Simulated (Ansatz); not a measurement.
# Band gap of Ag3AuSe2 (I4_132) from density functionals to GW

Aim: the gap of Ag3AuSe2 (I4_132) at several levels of theory on one structure, with the time that each takes.

Calculated with Ansatz 0.2.0; density functionals, hybrids and G0W0, plane waves, PAW.

This is a report of a sequence of runs, with most program output left out.

In doubt: one-shot GW on d or f shells is unsure (steps 6, 7, 8), so the values of those runs are not to be relied on; masses and optical values from hybrid runs of this build are listed as unsure (steps 7, 8), which bears on the screening that GW takes from such a start.

## Step 1: The starting structure

The structure is cubic, space group I4_132 (No. 214). The conventional cell has a = 9.950 Å, b = 9.950 Å, c = 9.950 Å, α = 90.00°, β = 90.00°, γ = 90.00°. Nearest to Ag lie 4 Se at 2.74 to 2.87 Å and 2 Au at 3.01 Å and 2 Ag at 3.01 Å. Se has 1 Au at 2.48 Å and 6 Ag at 2.74 to 2.87 Å nearest. Nearest to Au lie 2 Se at 2.48 Å. Farther neighbours and most contacts between anions are not listed.

Geometry: measured cell, ions relaxed with r2SCAN. The runs that relaxed it are not among those shown. Spin-orbit coupling is left out unless a step names it. The default PAW set here is soft_2. Its files were made with PBE.

## Step 2: r2SCAN on the 4×4×4 mesh

Levels along a band path and on the mesh show where this functional puts the band edges.

This step: DFT, r2SCAN, plane waves, PAW.

The input, input.yaml:

```yaml
crystal:
  lattice:
    - [-4.975, 4.975, 4.975]
    - [4.975, -4.975, 4.975]
    - [4.975, 4.975, -4.975]
  atoms:
    - { symbol: Ag, position: [0.25, 0.6207106707, 0.3707106707] }
    - { symbol: Ag, position: [0.6207106707, 0.75, 0.3707106707] }
    - { symbol: Ag, position: [0.75, 0.8792893293, 0.1292893293] }
    - { symbol: Ag, position: [0.8792893293, 0.25, 0.1292893293] }
    - { symbol: Ag, position: [0.3707106707, 0.25, 0.6207106707] }
    - { symbol: Ag, position: [0.3707106707, 0.6207106707, 0.75] }
    - { symbol: Ag, position: [0.1292893293, 0.75, 0.8792893293] }
    - { symbol: Ag, position: [0.1292893293, 0.8792893293, 0.25] }
    - { symbol: Ag, position: [0.25, 0.1292893293, 0.8792893293] }
    - { symbol: Ag, position: [0.6207106707, 0.3707106707, 0.25] }
    - { symbol: Ag, position: [0.75, 0.3707106707, 0.6207106707] }
    - { symbol: Ag, position: [0.8792893293, 0.1292893293, 0.75] }
    - { symbol: Se, position: [0.5378148057, 0.5378148057, 0.5378148057] }
    - { symbol: Se, position: [0.5378148057, 0.5, 0.0] }
    - { symbol: Se, position: [0.5, 0.0, 0.9621851943] }
    - { symbol: Se, position: [0.0, 0.5378148057, 0.5] }
    - { symbol: Se, position: [0.9621851943, 0.5, 0.0] }
    - { symbol: Se, position: [0.9621851943, 0.9621851943, 0.9621851943] }
    - { symbol: Se, position: [0.0, 0.9621851943, 0.5] }
    - { symbol: Se, position: [0.5, 0.0, 0.5378148057] }
    - { symbol: Au, position: [0.25, 0.25, 0.25] }
    - { symbol: Au, position: [0.25, 0.5, 0.0] }
    - { symbol: Au, position: [0.5, 0.0, 0.25] }
    - { symbol: Au, position: [0.0, 0.25, 0.5] }
kpoints:
  mp_grid: { grid: [4, 4, 4] }
  band_path:
    path:
      - [[0.0, 0.0, 0.0], [0.5, -0.5, 0.5], [0.0, 0.0, 0.5], [0.0, 0.0, 0.0], [0.25, 0.25, 0.25], [0.5, -0.5, 0.5]]
      - [[0.25, 0.25, 0.25], [0.0, 0.0, 0.5]]
    npoints: 10
hamiltonian:
  xc: r2scan
scf:
  occupations: { method: fermi_dirac, width: 0.02 }
  n_extra_bands: 12
output:
  eigenvalues: true
```

Command:

```console
ansatz run input.yaml --threads 16 --pin off --max-ram 82944MiB --backend cuda --events-out ev --progress --plain --runs-dir out --devices 1 --max-vram 78GiB
```

Elapsed: 5.6 s, on 1 × NVIDIA GB200 (shared by 2 runs) with 16 threads of Arm Neoverse V2, shared host; peak memory 2.1 GiB; 45 s of CPU time.

This step gave:

| Quantity | Value |
| --- | --- |
| filled bands | 216 |
| gap | 0.4697 eV |
| valence top at | Γ |
| conduction bottom at | Γ |
| least direct gap | 0.4697 eV |

Over mesh and path the gap is 0.470 eV, direct, at k = Γ.

## Step 3: r2SCAN+SOC on the 4×4×4 mesh

This run has two-component orbitals with spin-orbit coupling.

This step: DFT, r2SCAN with spin-orbit coupling, plane waves, PAW.

Changes to input.yaml since step 2:

```diff
@@ -34,5 +34,7 @@
     path:
-      - [[0.0, 0.0, 0.0], [0.5, -0.5, 0.5], [0.0, 0.0, 0.5], [0.0, 0.0, 0.0], [0.25, 0.25, 0.25], [0.5, -0.5, 0.5]]
-      - [[0.25, 0.25, 0.25], [0.0, 0.0, 0.5]]
-    npoints: 10
+      - [0.0, 0.0, 0.0]
+      - [0.5, -0.5, 0.5]
+      - [0.0, 0.0, 0.5]
+      - [0.25, 0.25, 0.25]
+    npoints: 1
 hamiltonian:
@@ -41,3 +43,6 @@
   occupations: { method: fermi_dirac, width: 0.02 }
-  n_extra_bands: 12
+  n_extra_bands: 24
+magnetization:
+  noncollinear: true
+  spin_orbit: true
 output:
```

It took 7 s on 1 × NVIDIA GB200 (shared by 2 runs) with 16 threads; peak memory 3 GiB; 33 s of CPU time.

Numbers from this step:

- gap: 0.4924 eV
- valence top at: Γ
- conduction bottom at: Γ
- least direct gap: 0.4924 eV

Over mesh and listed points the gap is 0.492 eV, direct, at k = Γ. r2SCAN+SOC against r2SCAN: 0.492 − 0.470 = +0.022 eV, with the same mesh, set of files (read in its fully relativistic form for the spin-orbit run) and cutoff, and both edges at the same k points. The spin-orbit run sees mesh and listed points alone, so its gap is an upper bound: the coupling can move an edge off these points, the more so as this crystal has no centre of inversion, and the change over the zone, its sign included where it is small, is not known.

## Step 4: HSE06 on the 2×2×2 mesh

HSE06 mixes in a quarter of exact exchange at short range.

This step: DFT, HSE06, plane waves, PAW.

Changes to input.yaml since step 3:

```diff
@@ -31,3 +31,3 @@
 kpoints:
-  mp_grid: { grid: [4, 4, 4] }
+  mp_grid: { grid: [2, 2, 2] }
   band_path:
@@ -40,9 +40,6 @@
 hamiltonian:
-  xc: r2scan
+  xc: hse06
 scf:
-  occupations: { method: fermi_dirac, width: 0.02 }
-  n_extra_bands: 24
-magnetization:
-  noncollinear: true
-  spin_orbit: true
+  occupations: { method: fixed }
+  n_extra_bands: 12
 output:
```

The job ended after 18 s (1 × NVIDIA GB200 (shared by 2 runs) with 16 threads; peak memory 2.7 GiB).

Numbers from this step:

```
gap                     : 0.9514 eV
valence top at          : Γ
conduction bottom at    : Γ
least direct gap        : 0.9514 eV
exact-exchange fraction : 0.25
```

Over mesh and listed points the gap is 0.951 eV, direct, at k = Γ. HSE06 against r2SCAN: 0.951 − 0.470 = +0.481 eV. The runs also differ in mesh (4×4×4 and 2×2×2) and plane-wave cutoff (500 eV and 420 eV), so how much of this comes from the functional alone is not known.

## Step 5: HSE06+SOC on the 2×2×2 mesh

This step: DFT, HSE06 with spin-orbit coupling, plane waves, PAW.

Changes to input.yaml since step 4:

```diff
@@ -42,4 +42,7 @@
 scf:
-  occupations: { method: fixed }
-  n_extra_bands: 12
+  occupations: { method: fermi_dirac, width: 0.02 }
+  n_extra_bands: 24
+magnetization:
+  noncollinear: true
+  spin_orbit: true
 output:
```

Run time: 74 s. Hardware: 1 × NVIDIA GB200 (shared by 2 runs) with 16 threads; peak memory 7.3 GiB; 12 min of CPU time.

Numbers from this step:

```
gap                     : 0.9704 eV
valence top at          : Γ
conduction bottom at    : Γ
least direct gap        : 0.9704 eV
exact-exchange fraction : 0.25
```

Over mesh and listed points the gap is 0.970 eV, direct, at k = Γ. HSE06+SOC against HSE06: 0.970 − 0.951 = +0.019 eV, with the same mesh, set of files (read in its fully relativistic form for the spin-orbit run) and cutoff, and both edges at the same k points. The spin-orbit run sees mesh and listed points alone, so its gap is an upper bound: the coupling can move an edge off these points, the more so as this crystal has no centre of inversion, and the change over the zone, its sign included where it is small, is not known.

## Step 6: G0W0@r2SCAN, 2×2×2 mesh, 5240 empty bands, screening to 280 eV, hard PAW files

G0W0 replaces the xc potential by a self-energy built once from the orbitals of the start. Levels are corrected in the window of bands that the input names, at points of the mesh.

This step: G0W0 on r2SCAN, plane waves, PAW.

Changes to input.yaml since step 5:

```diff
@@ -32,18 +32,12 @@
   mp_grid: { grid: [2, 2, 2] }
-  band_path:
-    path:
-      - [0.0, 0.0, 0.0]
-      - [0.5, -0.5, 0.5]
-      - [0.0, 0.0, 0.5]
-      - [0.25, 0.25, 0.25]
-    npoints: 1
 hamiltonian:
-  xc: hse06
+  xc: r2scan
+  pseudopotentials: { kind: paw, source: ansatz }
 scf:
-  occupations: { method: fermi_dirac, width: 0.02 }
-  n_extra_bands: 24
-magnetization:
-  noncollinear: true
-  spin_orbit: true
-output:
-  eigenvalues: true
+  occupations: { method: fixed }
+gw:
+  n_empty_bands: 5240
+  ecut_chi: 280.0
+  qp_bands: [v4, c4]
+  qp_kpoints: band_edges
+  screening: { model: contour_deformation }
```

Elapsed: 4.4 min, on 1 × NVIDIA GB200 (shared by 2 runs) with 16 threads; peak memory 35 GiB; 6.5 min of CPU time.

This step gave:

```
bands summed                                    : 5456
RPA ε∞ on this mesh (eigenvalues)               : 22.92, 22.92, 22.92
plane waves in the screening matrix             : 5281
G0W0 gap over the corrected points              : 0.6359 eV
k of the valence top                            : 0, 0, 0
k of the conduction bottom                      : 0, 0, 0
starting gap on the mesh                        : 0.4610 eV
Z at the valence top                            : 0.7421
Z at the conduction bottom                      : 0.7666
least direct G0W0 gap over the corrected points : 0.6359 eV
```

Over all 3 irreducible mesh points the G0W0 gap is 0.636 eV, direct, at k = Γ. The r2SCAN gap of this run on the mesh is 0.461 eV. The two states that bound the G0W0 gap lie that far apart at the start, so the correction of the gap is 0.636 − 0.461 = +0.175 eV. The program's warnings for this run: metallic iterate.

## Step 7: G0W0@HSE06, 2×2×2 mesh, 1470 empty bands, screening to 120 eV, hard PAW files

This step: G0W0 on HSE06, plane waves, PAW.

Changes to input.yaml since step 6:

```diff
@@ -33,3 +33,3 @@
 hamiltonian:
-  xc: r2scan
+  xc: hse06
   pseudopotentials: { kind: paw, source: ansatz }
@@ -38,4 +38,4 @@
 gw:
-  n_empty_bands: 5240
-  ecut_chi: 280.0
+  n_empty_bands: 1470
+  ecut_chi: 120.0
   qp_bands: [v4, c4]
```

Wall time 2.8 min (1 × NVIDIA GB200 (shared by 2 runs) with 16 threads); peak memory 6.4 GiB; 9.6 min of CPU time.

This step gave:

* bands summed: 1686
* RPA ε∞ on this mesh (eigenvalues): 13.57, 13.57, 13.57
* plane waves in the screening matrix: 1481
* G0W0 gap over the corrected points: 0.8662 eV
* k of the valence top: 0, 0, 0
* k of the conduction bottom: 0, 0, 0
* starting gap on the mesh: 0.9549 eV
* Z at the valence top: 0.7716
* Z at the conduction bottom: 0.7944
* least direct G0W0 gap over the corrected points: 0.8662 eV

Over all 3 irreducible mesh points the G0W0 gap is 0.866 eV, direct, at k = Γ. The HSE06 gap of this run on the mesh is 0.955 eV. The two states that bound the G0W0 gap lie that far apart at the start, so the correction of the gap is 0.866 − 0.955 = −0.089 eV. G0W0@HSE06 against G0W0@r2SCAN with 1686 bands (a further run, in the table below): 0.866 − 0.632 = +0.234 eV. The runs also differ in plane-wave cutoff (930 eV and 617 eV), so how much of this comes from the start alone is not known. The program's warnings for this run: metallic iterate.

## Step 8: G0W0@PBE0, 2×2×2 mesh, 1470 empty bands, screening to 120 eV, hard PAW files

This step: G0W0 on PBE0, plane waves, PAW.

Changes to input.yaml since step 7:

```diff
@@ -33,3 +33,3 @@
 hamiltonian:
-  xc: hse06
+  xc: pbe0
   pseudopotentials: { kind: paw, source: ansatz }
```

It took 2.8 min on 1 × NVIDIA GB200 (shared by 2 runs) with 16 threads; peak memory 6.4 GiB.

Numbers from this step:

| Item | Value |
| --- | --- |
| bands summed | 1686 |
| RPA ε∞ on this mesh (eigenvalues) | 10.31, 10.31, 10.31 |
| plane waves in the screening matrix | 1481 |
| G0W0 gap over the corrected points | 1.046 eV |
| k of the valence top | 0, 0, 0 |
| k of the conduction bottom | 0, 0, 0 |
| starting gap on the mesh | 1.613 eV |
| Z at the valence top | 0.7914 |
| Z at the conduction bottom | 0.8131 |
| least direct G0W0 gap over the corrected points | 1.046 eV |

Over all 3 irreducible mesh points the G0W0 gap is 1.046 eV, direct, at k = Γ. The PBE0 gap of this run on the mesh is 1.613 eV. The two states that bound the G0W0 gap lie that far apart at the start, so the correction of the gap is 1.046 − 1.613 = −0.567 eV. G0W0@PBE0 against G0W0@HSE06 with 1686 bands: 1.046 − 0.866 = +0.180 eV, with the same mesh, files and cutoffs, and both edges at the same k points. The program's warnings for this run: coarse exchange mesh; metallic iterate.

## Step 9: The ladder

Each gap is the least one over the points named; times are wall times on shared hosts, not benchmarks. A G0W0 time includes the run's own self-consistent start. Runs with listed points see these and the mesh alone, so an edge that moves elsewhere is missed. Rows marked * are further runs, not shown as steps, whose inputs differ from the G0W0 step on the same start in the columns given; solver thresholds can differ too.

```tsv
level	mesh	files, cutoff	bands summed, screening	points	gap (eV)	valence top	conduction bottom	least direct gap (eV)	time
r2SCAN	4×4×4	soft_2 PAW, 500 eV	-	mesh and path	0.470	Γ	Γ	0.470	5.6 s
r2SCAN+SOC	4×4×4	soft_2 PAW, 500 eV	-	mesh and listed points	0.492	Γ	Γ	0.492	7 s
HSE06	2×2×2	soft_2 PAW, 420 eV	-	mesh and listed points	0.951	Γ	Γ	0.951	18 s
HSE06+SOC	2×2×2	soft_2 PAW, 420 eV	-	mesh and listed points	0.970	Γ	Γ	0.970	74 s
G0W0@r2SCAN*	2×2×2	hard PAW, 930 eV	1016, 80 eV	all 3 irreducible mesh points	0.605	Γ	Γ	0.605	16 s
G0W0@r2SCAN*	2×2×2	hard PAW, 930 eV	1686, 120 eV	all 3 irreducible mesh points	0.632	Γ	Γ	0.632	30 s
G0W0@r2SCAN*	2×2×2	hard PAW, 930 eV	3145, 190 eV	all 3 irreducible mesh points	0.630	Γ	Γ	0.630	67 s
G0W0@r2SCAN	2×2×2	hard PAW, 930 eV	5456, 280 eV	all 3 irreducible mesh points	0.636	Γ	Γ	0.636	4.4 min
G0W0@r2SCAN*	4×4×4	hard PAW, 930 eV	1016, 80 eV	all 8 irreducible mesh points	0.645	Γ	Γ	0.645	3 min
G0W0@HSE06	2×2×2	hard PAW, 617 eV	1686, 120 eV	all 3 irreducible mesh points	0.866	Γ	Γ	0.866	2.8 min
G0W0@PBE0	2×2×2	hard PAW, 617 eV	1686, 120 eV	all 3 irreducible mesh points	1.046	Γ	Γ	1.046	2.8 min
```

## Step 10: What came out

```yaml
r2scan_over_mesh_and_path: 0.470 eV
r2scan_soc_over_mesh_and_listed_points: 0.492 eV
hse06_over_mesh_and_listed_points: 0.951 eV
hse06_soc_over_mesh_and_listed_points: 0.970 eV
g0w0_r2scan_5456_bands_2x2x2_over_all_3_irreducible_mesh_points: 0.636 eV
g0w0_hse06_over_all_3_irreducible_mesh_points: 0.866 eV
g0w0_pbe0_over_all_3_irreducible_mesh_points: 1.046 eV
known_limits: finite bands, screening cutoff and k mesh; no spin-orbit coupling in G0W0; d shells not analysed
```

**Reading.** The rows run from 0.470 eV (r2SCAN) to 1.046 eV (G0W0@PBE0). They differ in mesh, files, plane-wave cutoff, bands and screening cutoff of G0W0 and the points over which the gap was sought as well as in level, so only pairs that share these are like for like. r2SCAN+SOC against r2SCAN: 0.492 − 0.470 = +0.022 eV, with the same mesh, set of files (read in its fully relativistic form for the spin-orbit run) and cutoff, and both edges at the same k points. The spin-orbit run sees mesh and listed points alone, so its gap is an upper bound: the coupling can move an edge off these points, the more so as this crystal has no centre of inversion, and the change over the zone, its sign included where it is small, is not known. HSE06+SOC against HSE06: 0.970 − 0.951 = +0.019 eV, with the same mesh, set of files (read in its fully relativistic form for the spin-orbit run) and cutoff, and both edges at the same k points. The spin-orbit run sees mesh and listed points alone, so its gap is an upper bound: the coupling can move an edge off these points, the more so as this crystal has no centre of inversion, and the change over the zone, its sign included where it is small, is not known. G0W0@PBE0 against G0W0@HSE06 with 1686 bands: 1.046 − 0.866 = +0.180 eV, with the same mesh, files and cutoffs, and both edges at the same k points. G0W0@r2SCAN (5456 bands, 2×2×2) moves the gap of its own start on the mesh by 0.636 − 0.461 = +0.175 eV, between the same two levels. Both edges that r2SCAN shows over mesh and path lie at k points where levels were corrected. Levels at other points were not corrected, so a lower G0W0 gap elsewhere in the zone is not ruled out. G0W0@HSE06 moves the gap of its own start on the mesh by 0.866 − 0.955 = −0.089 eV, between the same two levels. Both edges that HSE06 shows over mesh and listed points lie at k points where levels were corrected. Levels at other points were not corrected, so a lower G0W0 gap elsewhere in the zone is not ruled out. G0W0@PBE0 moves the gap of its own start on the mesh by 1.046 − 1.613 = −0.567 eV, between the same two levels. No PBE0 run over points off the mesh is shown, so for G0W0@PBE0 the gap over the whole zone is not known. What spin-orbit coupling does to the G0W0 levels was not computed, so no sum with the G0W0 gap is formed. For G0W0@r2SCAN: from 1016 bands and 80 eV to 5456 bands and 280 eV the gap moves by 0.636 − 0.605 = +0.031 eV (rung by rung 0.605, 0.632, 0.630, 0.636 eV); bands and screening cutoff rise together, so their parts are not told apart. The three highest rungs (0.632, 0.630, 0.636 eV) lie within 0.01 eV and show no trend, so no line is drawn. The other G0W0 rows are shown at one basis each (1686 bands), so their distance from the limit is not known here. With the 4×4×4 mesh in place of the 2×2×2 mesh and all else as in the G0W0@r2SCAN row with 1016 bands, the gap differs by 0.645 − 0.605 = +0.040 eV, and that of the start by 0.472 − 0.461 = +0.011 eV. For G0W0@r2SCAN (5456 bands, 2×2×2): the program's warnings for this run: metallic iterate. For G0W0@HSE06: the program's warnings for this run: metallic iterate. For G0W0@PBE0: the program's warnings for this run: coarse exchange mesh; metallic iterate. For the further run with 1016 bands on the 2×2×2 mesh, the program warns: metallic iterate. For the further run with 1686 bands on the 2×2×2 mesh, the program warns: metallic iterate. For the further run with 3145 bands on the 2×2×2 mesh, the program warns: metallic iterate. For the further run with 1016 bands on the 4×4×4 mesh, the program warns: metallic iterate. The G0W0 runs are scalar-relativistic. One-shot GW is known to converge slowly in bands for compounds with shallow d shells. The cell holds Ag and Au; the filling of the d shell and its place against the gap were not analysed here. G0W0 is shown with one set of atomic data (hard PAW), so the error from the files is not known here.

[Paths, hosts, dates, memory and timing lines, banners, echoed tables and standing remarks are left out of the program output.]

[Logs are printed without paths, hosts, clocks, repeated set-up lines and the standing remarks that a program may print on its own settings, such as how far it seeks lower states.]

[Runs of the session that timed out or met a known fault of the program may be left out.]

[Cells called generated may have been cut or substituted from an entry of the Crystallography Open Database or the Materials Project.]

[Hosts, paths, dates, database ids (printed as entryN), source tags and the programs' standing remarks are cut or masked in the printed files.]

[Where an RPA ε∞ is given, it is that of the G0W0 mesh and is not shown converged in it. Names of k-points follow the symmetry that the program found, which can be lower than the space group named. Band edges on a path are those of the sampled points; other points can move an edge, and change direct to indirect where valleys lie close.]

[Hybrid gaps are those of their k-mesh and are not shown converged in it.]
